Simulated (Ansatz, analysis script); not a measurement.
**FeGe: energy against the total moment**

Wanted: E(M), the field that holds each moment, and the spin susceptibility of FeGe.

Main program and level: Ansatz 0.2.0; PBEsol, PAW set soft_1 (files made for PBE).

In doubt: warnings of the run leave room for a lower electronic state (in some of the runs), so energies may not be the lowest and differences between runs may mislead.

**1. The starting structure**

Symmetry: P6/mmm, No. 191, hexagonal system. The conventional cell has a = 4.998 Å, b = 4.998 Å, c = 4.116 Å, α = 90.00°, β = 90.00°, γ = 120.00°. Fe has 4 Fe at 2.50 Å and 6 Ge at 2.50 to 2.51 Å nearest. Nearest to Ge lie 6 Fe at 2.50 Å. Ge has 6 Fe at 2.51 Å nearest. Farther neighbours are not listed.

The cell comes from the Materials Project, a database of computed structures, and the real compound, where it exists, may take another one.

The cell of this run holds 6 atoms, 3 of them with a starting moment; values «a cell» refer to the cell of the run in question.

**2. The collinear state**

A collinear run comes first: it shows whether moments survive, and how large they are.

File input.yaml:

```yaml
crystal:
  lattice:
    - [4.9976023358, 0.0, 0.0]
    - [-2.4988011679, 4.3280505808, 0.0]
    - [0.0, 0.0, 4.11576135]
  atoms:
    - { symbol: Fe, position: [0.5, 0.0, 0.0], spin: 2.8 }
    - { symbol: Fe, position: [0.5, 0.5, 0.0], spin: 2.8 }
    - { symbol: Fe, position: [0.0, 0.5, 0.0], spin: 2.8 }
    - { symbol: Ge, position: [0.0, 0.0, 0.0] }
    - { symbol: Ge, position: [0.33333333, 0.66666667, 0.5] }
    - { symbol: Ge, position: [0.66666667, 0.33333333, 0.5] }
magnetization:
  spin_polarized: true
kpoints:
  mp_grid: { grid: [8, 8, 8] }
hamiltonian:
  xc: pbesol
  pseudopotentials: { kind: paw, azcp: { folder: soft_1 }, xc_functional: pbe }
scf:
  occupations: { method: fermi_dirac, width: 0.05 }
  max_iter: 120
  convergence: { dr2_threshold: 1.0e-08 }
  lower_state_search: "off"
output:
  write_density: true
  write_potential: true
  elf: true
  volumetric_format: npy
```

On the command line:

```
$ ansatz run input.yaml --threads 1 --pin off --max-ram 2560MiB --backend cpu --events-out ev --progress --plain --runs-dir out
```

Numbers of over 12 decimals in the logs are rounded to 6 here.

What it wrote:

```text
Engine: ansatz 0.2.0, aarch64-unknown-linux-gnu
Pseudopotentials: kind: paw
Pseudopotential: Fe, paw, valence charge 16, recommended cutoff 420 eV (normal), soft_1/Fe.paw.azcp
Pseudopotential: Ge, paw, valence charge 14, recommended cutoff 420 eV (normal), soft_1/Ge.paw.azcp
Functional definition: PBEsol
  exchange = pbesol_x
  correlation = pbesol_c
Crystal: 6 atoms, lattice volume = 89.023 Å³
Basis set: ecut = 420 eV, 1699 PW (Γ)
Bands: 60, of which v1, the nominal top of the filled ones, is band 45 counted from 1 (44 counted from 0)
Symmetry: 24 space group operations
Space group: P6/mmm (ITA 191), of the structure as read, at distance tolerance 4.5e-5 Å
Magnetic group: BNS 191.233 (UNI 1463), of the structure as read, at distance tolerance 4.5e-5 Å
k-points: 50 of 512
Non-local potential: Fe, projectors of the file, l = 0: 3, l = 1: 2, l = 2: 3, l = 3: 1
Non-local potential: Ge, projectors of the file, l = 0: 2, l = 1: 2, l = 2: 3, l = 3: 1
PAW form: soft (Blöchl's): semilocal exchange-correlation on the pseudo side does not see the compensation charge
PAW frozen core: Fe, regenerated for the run's functional, and the local potential with it (the file was generated under x = pbe(κ = 0.804, μ = 0.219515), c = pbe(β = 0.066725))
PAW frozen core: Ge, regenerated for the run's functional, and the local potential with it (the file was generated under x = pbe(κ = 0.804, μ = 0.219515), c = pbe(β = 0.066725))
PAW one-centre angular grid: Fe, 590 points (default); XC on 64 Gauss nodes
PAW one-centre angular grid: Ge, 590 points (default); XC on 64 Gauss nodes
Initial density: superposition of atomic densities (chi_scale 0.1, normalization cell)
Starting moments: Σ|m| = 8.4 μB on 3 of 6 sites
Initial wavefunctions: pseudopotential atomic-orbital guess
Functional: x = pbesol(κ = 0.804, μ = 0.123457), c = pbesol(β = 0.046)
SCF iter   1: F=—  HF=-26110.097121 eV  |F-HF|=—  |Δ(HF+E_count)|=         —  Δρ=9.66e-2 (↑3.79e-2 ↓9.66e-2)  dr2=1.45e1  dr2_m=2.86e0  M=5.079 μB ∫|m|=5.746 μB  β_m=0.30  ethr=3.10e-3  ⟨swp⟩=6.1  Hψ=20730  notcnv=0  defer=12
preconditioner: auto → Kerker (q_TF=auto, 2.733 Å⁻¹)  [metal: Δε(μ)=0.007 eV  Ē_g=17.235 eV  σ=0.050 eV  W_gap=0.04  n_scr=26 (ndim 8)  ℏωp=32.0 eV  f_vac=0.001  D(μ)=3.95/eV (n_scr^D=26)]
spin=Collinear: Kerker preconditioning applied to the charge; magnetization (m = ρ↑ − ρ↓) channel mixes plain (no charge-response kernel on spin).
SCF iter   2: F=—  HF=-26108.969206 eV  |F-HF|=—  |Δ(HF+E_count)|=    1.13e0  Δρ=5.39e-2 (↑5.39e-2 ↓3.88e-2)  dr2=3.75e0  dr2_m=1.31e0  M=5.199 μB ∫|m|=5.958 μB  β_m=0.30  ethr=3.10e-3  ⟨swp⟩=2.6  Hψ=9202  notcnv=0  defer=507
SCF iter   3: F=—  HF=-26108.558932 eV  |F-HF|=—  |Δ(HF+E_count)|=   4.10e-1  Δρ=3.58e-2 (↑3.44e-2 ↓3.58e-2)  dr2=2.69e0  dr2_m=7.88e-1  M=5.037 μB ∫|m|=5.836 μB  β_m=0.30  ethr=3.10e-3  ⟨swp⟩=2.0  Hψ=7418  notcnv=0  defer=502
SCF iter   4: F=—  HF=-26107.927817 eV  |F-HF|=—  |Δ(HF+E_count)|=   6.31e-1  Δρ=2.44e-2 (↑2.44e-2 ↓1.35e-2)  dr2=3.61e-1  dr2_m=2.49e-1  M=5.265 μB ∫|m|=6.001 μB  β_m=0.30  ethr=2.99e-3  ⟨swp⟩=2.6  Hψ=8419  notcnv=0  defer=502
SCF iter   5: F=—  HF=-26107.937265 eV  |F-HF|=—  |Δ(HF+E_count)|=   9.45e-3  Δρ=1.77e-2 (↑1.58e-2 ↓1.77e-2)  dr2=9.78e-2  dr2_m=2.20e-1  M=5.042 μB ∫|m|=5.842 μB  β_m=0.30  ethr=4.01e-4  ⟨swp⟩=2.2  Hψ=7829  notcnv=0  defer=481
SCF iter   6: F=—  HF=-26107.948380 eV  |F-HF|=—  |Δ(HF+E_count)|=   1.11e-2  Δρ=1.33e-2 (↑1.33e-2 ↓1.27e-2)  dr2=2.15e-2  dr2_m=1.35e-1  M=5.007 μB ∫|m|=5.787 μB  β_m=0.30  ethr=1.09e-4  ⟨swp⟩=2.1  Hψ=9892  notcnv=0  defer=481
SCF iter   7: F=—  HF=-26107.963025 eV  |F-HF|=—  |Δ(HF+E_count)|=   1.46e-2  Δρ=1.40e-2 (↑1.05e-2 ↓1.40e-2)  dr2=1.93e-2  dr2_m=1.21e-1  M=4.863 μB ∫|m|=5.667 μB  β_m=0.30  ethr=2.39e-5  ⟨swp⟩=2.0  Hψ=9952  notcnv=0  defer=481
SCF iter   8: F=—  HF=-26107.979769 eV  |F-HF|=—  |Δ(HF+E_count)|=   1.67e-2  Δρ=1.19e-2 (↑1.00e-2 ↓1.19e-2)  dr2=6.47e-3  dr2_m=9.67e-2  M=4.776 μB ∫|m|=5.580 μB  β_m=0.30  ethr=2.14e-5  ⟨swp⟩=2.0  Hψ=9902  notcnv=0  defer=481
SCF iter   9: F=—  HF=-26107.988667 eV  |F-HF|=—  |Δ(HF+E_count)|=   8.90e-3  Δρ=9.98e-3 (↑9.82e-3 ↓9.98e-3)  dr2=9.91e-4  dr2_m=7.98e-2  M=4.693 μB ∫|m|=5.496 μB  β_m=0.30  ethr=7.18e-6  ⟨swp⟩=2.0  Hψ=9385  notcnv=0  defer=479
SCF iter  10: F=—  HF=-26107.997459 eV  |F-HF|=—  |Δ(HF+E_count)|=   8.79e-3  Δρ=9.21e-3 (↑9.21e-3 ↓8.89e-3)  dr2=3.45e-4  dr2_m=6.65e-2  M=4.616 μB ∫|m|=5.416 μB  β_m=0.30  ethr=1.10e-6  ⟨swp⟩=2.1  Hψ=9530  notcnv=0  defer=479
[...]
spin-set hold released at iteration 14 (site moments contracting): the magnetisation degrees of freedom join the quasi-Newton model from the next iteration; the mixer history was flushed
[...]
SCF iter  18: F=—  HF=-26108.032945 eV  |F-HF|=—  |Δ(HF+E_count)|=   2.51e-4  Δρ=4.92e-4 (↑4.92e-4 ↓3.58e-4)  dr2=6.51e-4  dr2_m=4.12e-5  M=4.066 μB ∫|m|=4.767 μB  β_m=0.60  ethr=2.78e-8  ⟨swp⟩=2.8  Hψ=11270  notcnv=0  defer=466
SCF iter  19: F=—  HF=-26108.032848 eV  |F-HF|=—  |Δ(HF+E_count)|=   9.71e-5  Δρ=4.88e-4 (↑4.88e-4 ↓4.37e-4)  dr2=2.36e-5  dr2_m=1.67e-4  M=4.087 μB ∫|m|=4.793 μB  β_m=0.63  ethr=2.78e-8  ⟨swp⟩=2.5  Hψ=10438  notcnv=0  defer=466
SCF iter  20: F=—  HF=-26108.032893 eV  |F-HF|=—  |Δ(HF+E_count)|=   4.46e-5  Δρ=9.46e-5 (↑9.46e-5 ↓8.92e-5)  dr2=8.13e-6  dr2_m=6.09e-6  M=4.076 μB ∫|m|=4.777 μB  β_m=0.72  ethr=2.62e-8  ⟨swp⟩=2.0  Hψ=8519  notcnv=0  defer=466
SCF iter  21: F=—  HF=-26108.032893 eV  |F-HF|=—  |Δ(HF+E_count)|=   1.59e-7  Δρ=2.55e-5 (↑1.76e-5 ↓2.55e-5)  dr2=3.43e-6  dr2_m=6.89e-8  M=4.073 μB ∫|m|=4.773 μB  β_m=0.86  ethr=9.04e-9  ⟨swp⟩=1.9  Hψ=6862  notcnv=0  defer=466
SCF iter  22: F=—  HF=-26108.032893 eV  |F-HF|=—  |Δ(HF+E_count)|=   9.62e-8  Δρ=2.57e-5 (↑8.39e-6 ↓2.57e-5)  dr2=1.17e-6  dr2_m=9.04e-8  M=4.074 μB ∫|m|=4.774 μB  β_m=0.80  ethr=3.81e-9  ⟨swp⟩=2.1  Hψ=6381  notcnv=0  defer=466
SCF iter  23: F=—  HF=-26108.032892 eV  |F-HF|=—  |Δ(HF+E_count)|=   8.53e-8  Δρ=2.93e-6 (↑2.93e-6 ↓2.63e-6)  dr2=1.51e-8  dr2_m=2.34e-9  M=4.074 μB ∫|m|=4.774 μB  β_m=0.76  ethr=1.30e-9  ⟨swp⟩=2.4  Hψ=7556  notcnv=0  defer=466
SCF iter  24: F=—  HF=-26108.032892 eV  |F-HF|=—  |Δ(HF+E_count)|=   6.15e-9  Δρ=3.45e-6 (↑3.08e-6 ↓3.45e-6)  dr2=3.84e-8  dr2_m=2.48e-10  M=4.074 μB ∫|m|=4.774 μB  β_m=0.76  ethr=1.11e-11  ⟨swp⟩=9.6  Hψ=18523  notcnv=0
iter 25 met the thresholds in force, and the SCF goes on: an eigenvalue changes by 0.30 meV, over its tolerance of 0.16 meV (output.eigenvalues, Limitations)
SCF iter  25: F=-26108.032892 eV  HF=-26108.032892 eV  |F-HF|=7.68e-9  |Δ(HF+E_count)|=  8.69e-10  Δρ=1.60e-6 (↑1.31e-6 ↓1.60e-6)  dr2=7.82e-9  dr2_m=3.49e-11  M=4.074 μB ∫|m|=4.774 μB  β_m=0.72  ethr=1.11e-11  ⟨swp⟩=1.0  Hψ=15174  notcnv=0
SCF iter  26: F=-26108.032892 eV  HF=-26108.032892 eV  |F-HF|=1.38e-10  |Δ(HF+E_count)|=  7.86e-10  Δρ=4.90e-7 (↑2.00e-7 ↓4.90e-7)  dr2=3.43e-10  dr2_m=2.83e-11  M=4.074 μB ∫|m|=4.774 μB  ethr=8.69e-12  ⟨swp⟩=1.0  Hψ=12903  notcnv=0
SCF 1 converged in 26 iterations: F = -26108.032892 eV  dr2 = 3.43e-10
  greatest PAW one-centre occupation: 1.001 electrons in one spin orbital (limit 2), on the Fe atom at site 1 (counted from 0), in its partial waves of l = 1
SCF converged after 26 iterations
an eigenvalue changed by more than its tolerance at an iteration that met the thresholds in force, so the SCF went on 1 time: the last check found none over its tolerance
Magnetization: 4.0737 μB (47.0368 up, 42.9632 down)
Absolute magnetization: 4.7743 μB (∫|ρ↑−ρ↓|, with the PAW one-centre terms)
Spin contamination: 0.1190 ħ² per cell (⟨S²⟩ above its minimum at these occupations)
Per-site moments (μB) at R_I (Å): [(1.449812, 1.030755), (1.449812, 1.030755), (1.449812, 1.030755), (-0.068945, 1.030755), (-0.049002, 1.036698), (-0.049002, 1.036698)]
Free energy (F): -26108.032892 eV
Harris-Foulkes:  -26108.032892 eV  (|F-HF|=1.38e-10)
Internal energy: -26107.993553 eV  (E = F + TS)
E sigma→0 (E₀):  -26108.013223 eV
Entropy (-TS):   -0.039340 eV (-6.557 meV/atom)
Fermi energy:    14.113849 eV
--- Per-component energies (eV) ---
  E_band       = -1083.199730
  E_kinetic    = 1276.156494
  E_local      = -13858.516229  (includes V_loc(G=0)·N_el)
  E_nonlocal   = 1531.690689
  E_hartree    = 6220.006375
  E_xc         = -544.721837
  E_vxc        = -623.186053  (∫ρ·V_xc dr)
  E_paw        = -9970.092316  (= ΣΔE_a)
  E_vpaw       = -1849.352450  (= ΣTr[D̂ρ^β])
  E_aug_tail   = -0.002991  (compensation charges beyond the density's cutoff)
  E_ewald      = -10765.805157
  E_core_change = 3.291419  (= ΣΔE_core)
  E_smearing   = -0.039340  (= −TS)
  E_closure    = 0.000000  (closes the sum)
  Σ components = -26108.032892   (vs F -26108.032892, Δ=0.00e0)
--- Band table (eV; the first three rows and the last of 100) ---
  k-point 0 ↑: bands = [... 41 lower, 12.6574, 12.6574, 12.8775, 12.8981, 12.8981, 13.8880, 14.3287, 15.3391, ... 11 higher]
  k-point 1 ↑: bands = [... 41 lower, 12.6580, 12.6580, 12.8719, 12.8875, 12.8875, 13.9507, 14.3288, 15.0620, ... 11 higher]
  k-point 2 ↑: bands = [... 41 lower, 12.6582, 12.6582, 12.8585, 12.8624, 12.8624, 13.9626, 14.2941, 14.2941, ... 11 higher]
  k-point 49 ↓: bands = [... 41 lower, 13.5228, 13.7768, 13.7770, 13.8373, 14.0694, 14.2352, 14.8421, 15.4087, ... 11 higher]
```

Wall time 89 s (1 thread of Arm Neoverse V1, shared host); peak memory 0.59 GiB.

The column dr2 measures how far the density is from self-consistency, as an energy; F and HF (Harris–Foulkes) agree once it is small.

Spin moment in the atom's sphere by atom:

```csv
atom,spin moment in the atom's sphere (μB)
Fe1,1.45
Fe2,1.45
Fe3,1.45
Ge4,-0.07
Ge5,-0.05
Ge6,-0.05
```

Tables count atoms from 1; parts of the log count from 0.

The run ends ferromagnetic, with a net moment of 4.07 μB a cell. Only this order was typed.

Spin density in the ab plane at fractional z = 0.000, with atoms of Fe and Ge within 0.2 Å of it.

Ten even steps from '_' (0.0 e/Å³) to '@' (2.6 e/Å³), each cell a mean:
```
__________..**++..__________
____________..______________
____________________________
____________________________
....__________....__________
##==..______--##==________--
@@::______..##@@--______..##
--________::--::________..--
____________________________
____________________________
____________________________
______________----__________
__________..**@@++__________
```
Columns run along a (5.0 Å), rows up along b (5.0 Å). Atoms in or near the plane, at fractional coordinates: Fe at (0.50, 0.00), Fe at (0.50, 0.50), Fe at (0.00, 0.50), Ge at (0.00, 0.00).

Valence density in the ab plane at fractional z = 0.000, with atoms of Fe and Ge within 0.2 Å of it. It is the smooth field of the valence electrons, not physical close to the nuclei.

Ten steps, logarithmic in the rise over the least value, from '0' (0 e/Å³) to '9' (38 e/Å³), each cell a mean:
```
84101688510158
31001454100134
00000110000011
01100000110000
55300025530002
87400378730036
96201589620158
63001576300257
10001231000123
00000000000000
12100012320000
66300157730013
97200489730038
```
Columns run along a (5.0 Å), rows up along b (5.0 Å). Atoms in or near the plane, at fractional coordinates: Fe at (0.50, 0.00), Fe at (0.50, 0.50), Fe at (0.00, 0.50), Ge at (0.00, 0.00).

ELF in the ab plane at fractional z = 0.000, with atoms of Fe and Ge within 0.2 Å of it. It is the smooth field of the valence electrons, not physical close to the nuclei.

Ten even steps from '_' (0.18) to '@' (0.88), each cell a mean:
```
__::==::__--%%##::__--==..__
--====..__::::..__::++==::..
==--::..______....::--======
________......______..--==::
::::..__..____::::____::..__
%%**..__....==%%**..__....==
@@==....__--%%@@==__..__--%%
==......__--++==..__..__--++
__..--..____..____::..____..
--==++--..__....____....__..
==--======::____..____::====
____--==--__::++++..__--==::
==__--==__..##@@**__..==::__
```
Columns run along a (5.0 Å), rows up along b (5.0 Å). Atoms in or near the plane, at fractional coordinates: Fe at (0.50, 0.00), Fe at (0.50, 0.50), Fe at (0.00, 0.50), Ge at (0.00, 0.00).

**3. Mesh refined**

Levels at the Fermi energy are partly filled, so moments and energy differences can hang on the k-mesh, and the state is solved again on a denser one.

input.yaml, the sections that differ from step 2:

```yaml
crystal:
  lattice:
    - [4.9976023358, 0.0, 0.0]
    - [-2.4988011679, 4.3280505808, 0.0]
    - [0.0, 0.0, 4.11576135]
  atoms:
    - { symbol: Fe, position: [0.5, 0.0, 0.0], spin: 1.45 }
    - { symbol: Fe, position: [0.5, 0.5, 0.0], spin: 1.45 }
    - { symbol: Fe, position: [0.0, 0.5, 0.0], spin: 1.45 }
    - { symbol: Ge, position: [0.0, 0.0, 0.0] }
    - { symbol: Ge, position: [0.33333333, 0.66666667, 0.5] }
    - { symbol: Ge, position: [0.66666667, 0.33333333, 0.5] }
kpoints:
  mp_grid: { grid: [9, 9, 9] }
basis:
  ecutwfc: 420.0
checkpoint:
  read: start
  write: ck
  compress: false
  write_wavefunctions: false
  write_every: 100000
# magnetization, hamiltonian, scf: as in step 2
# output: removed
```

On the command line:

```
$ ansatz run input.yaml --threads 2 --pin off --max-ram 5120MiB --backend cpu --events-out ev --progress --plain --runs-dir out
```

What it wrote:

```text
[...]
Per-site moments (μB) at R_I (Å): [(1.462514, 1.030755), (1.462514, 1.030755), (1.462514, 1.030755), (-0.068411, 1.030755), (-0.047685, 1.036698), (-0.047685, 1.036698)]
Free energy (F): -26108.036449 eV
[...]
Internal energy: -26107.998162 eV  (E = F + TS)
E sigma→0 (E₀):  -26108.017305 eV
Entropy (-TS):   -0.038287 eV (-6.381 meV/atom)
Fermi energy:    14.113595 eV
[...]
[key lines of the parts left out:]
SCF converged after 9 iterations
Magnetization: 4.1222 μB (47.0611 up, 42.9389 down)
```

It took 19 s on 2 threads; peak memory 0.64 GiB; 36 s of CPU time.

Spin moment in the atom's sphere by atom:

```csv
atom,spin moment in the atom's sphere (μB)
Fe1,1.46
Fe2,1.46
Fe3,1.46
Ge4,-0.07
Ge5,-0.05
Ge6,-0.05
```

The run ends ferromagnetic, with a net moment of 4.12 μB a cell, against 4.07 μB on the first mesh.

**4. Without spin**

The state without spin is the zero of E(M).

input.yaml, the sections that differ from step 3:

```yaml
crystal:
  lattice:
    - [4.9976023358, 0.0, 0.0]
    - [-2.4988011679, 4.3280505808, 0.0]
    - [0.0, 0.0, 4.11576135]
  atoms:
    - { symbol: Fe, position: [0.5, 0.0, 0.0] }
    - { symbol: Fe, position: [0.5, 0.5, 0.0] }
    - { symbol: Fe, position: [0.0, 0.5, 0.0] }
    - { symbol: Ge, position: [0.0, 0.0, 0.0] }
    - { symbol: Ge, position: [0.33333333, 0.66666667, 0.5] }
    - { symbol: Ge, position: [0.66666667, 0.33333333, 0.5] }
scf:
  occupations: { method: fermi_dirac, width: 0.05 }
  max_iter: 120
  convergence: { dr2_threshold: 1.0e-08 }
# kpoints, hamiltonian, basis: as in step 3
# magnetization: removed
# checkpoint: removed
```

On the command line:

```
$ ansatz run input.yaml --threads 1 --pin off --max-ram 2560MiB --backend cpu --events-out ev --progress --plain --runs-dir out
```

What it wrote:

```text
[...]
Crystal: 6 atoms, lattice volume = 89.023 Å³
Basis set: ecut = 420 eV, 1699 PW (Γ)
Bands: 51, of which v1, the nominal top of the filled ones, is band 45 counted from 1 (44 counted from 0)
Symmetry: 24 space group operations
[...]
k-points: 60 of 729
[...]
SCF iter   1: F=—  HF=-26113.751736 eV  |F-HF|=—  |Δ(HF+E_count)|=         —  Δρ=1.69e-1  dr2=4.39e1  ethr=3.10e-3  ⟨swp⟩=6.4  Hψ=10821  notcnv=0
[...]
SCF iter  14: F=-26107.323031 eV  HF=-26107.323031 eV  |F-HF|=2.00e-9  |Δ(HF+E_count)|=   1.27e-8  Δρ=3.25e-6  dr2=3.55e-9  ethr=1.11e-11  ⟨swp⟩=1.5  Hψ=8322  notcnv=0
SCF 1 converged in 14 iterations: F = -26107.323031 eV  dr2 = 3.55e-9
[...]
SCF converged after 14 iterations
Free energy (F): -26107.323031 eV
[...]
Internal energy: -26107.188876 eV  (E = F + TS)
E sigma→0 (E₀):  -26107.255953 eV
Entropy (-TS):   -0.134155 eV (-22.359 meV/atom)
Fermi energy:    13.809642 eV
[...]
```

Wall time 21 s (1 thread); peak memory 0.46 GiB.

The free collinear run lies 713 meV below it.

**5. Without spin, levels printed**

Edit input.yaml of step 4 so:

```diff
@@ -23 +23,3 @@
   ecutwfc: 420.0
+output:
+  eigenvalues: true
```

What it wrote:

```text
[...]
Crystal: 6 atoms, lattice volume = 89.023 Å³
Basis set: ecut = 420 eV, 1699 PW (Γ)
Bands: 54, of which v1, the nominal top of the filled ones, is band 45 counted from 1 (44 counted from 0)
Symmetry: 24 space group operations
[...]
k-points: 60 of 729
[...]
--- Band table (eV; the first three rows and the last of 60) ---
  k-point 0: bands = [... 41 lower, 13.6045, 13.6045, 13.8033, 13.8594, 13.8594, 14.5506, 15.0108, 15.8758, ... 5 higher]
  k-point 1: bands = [... 41 lower, 13.6047, 13.6047, 13.7980, 13.8487, 13.8487, 14.5376, 15.0108, 15.6321, ... 5 higher]
  k-point 2: bands = [... 41 lower, 13.6038, 13.6038, 13.7847, 13.8225, 13.8225, 14.3589, 14.9617, 14.9617, ... 5 higher]
  k-point 59: bands = [... 41 lower, 13.1795, 13.1795, 13.2102, 13.4836, 13.4836, 13.6341, 14.0695, 15.3180, ... 5 higher]
[key lines of the parts left out:]
SCF converged after 14 iterations
Free energy (F): -26107.323031 eV
Fermi energy:    13.809640 eV
```

Run time: 23 s. Hardware: 1 thread; peak memory 0.47 GiB.

(Continued in part 2 of 2.)

[Logs and program files are shortened in this print: banners, set-up blocks, solver, clock and traceback lines can be left out without a mark of their own.]

[Logs are printed without paths, hosts, clocks, repeated set-up lines and the standing remarks that a program may print on its own settings, such as how far it seeks lower states.]

[Hosts, paths, dates, database ids (printed as entryN), source tags and the programs' standing remarks are cut or masked in the printed files.]
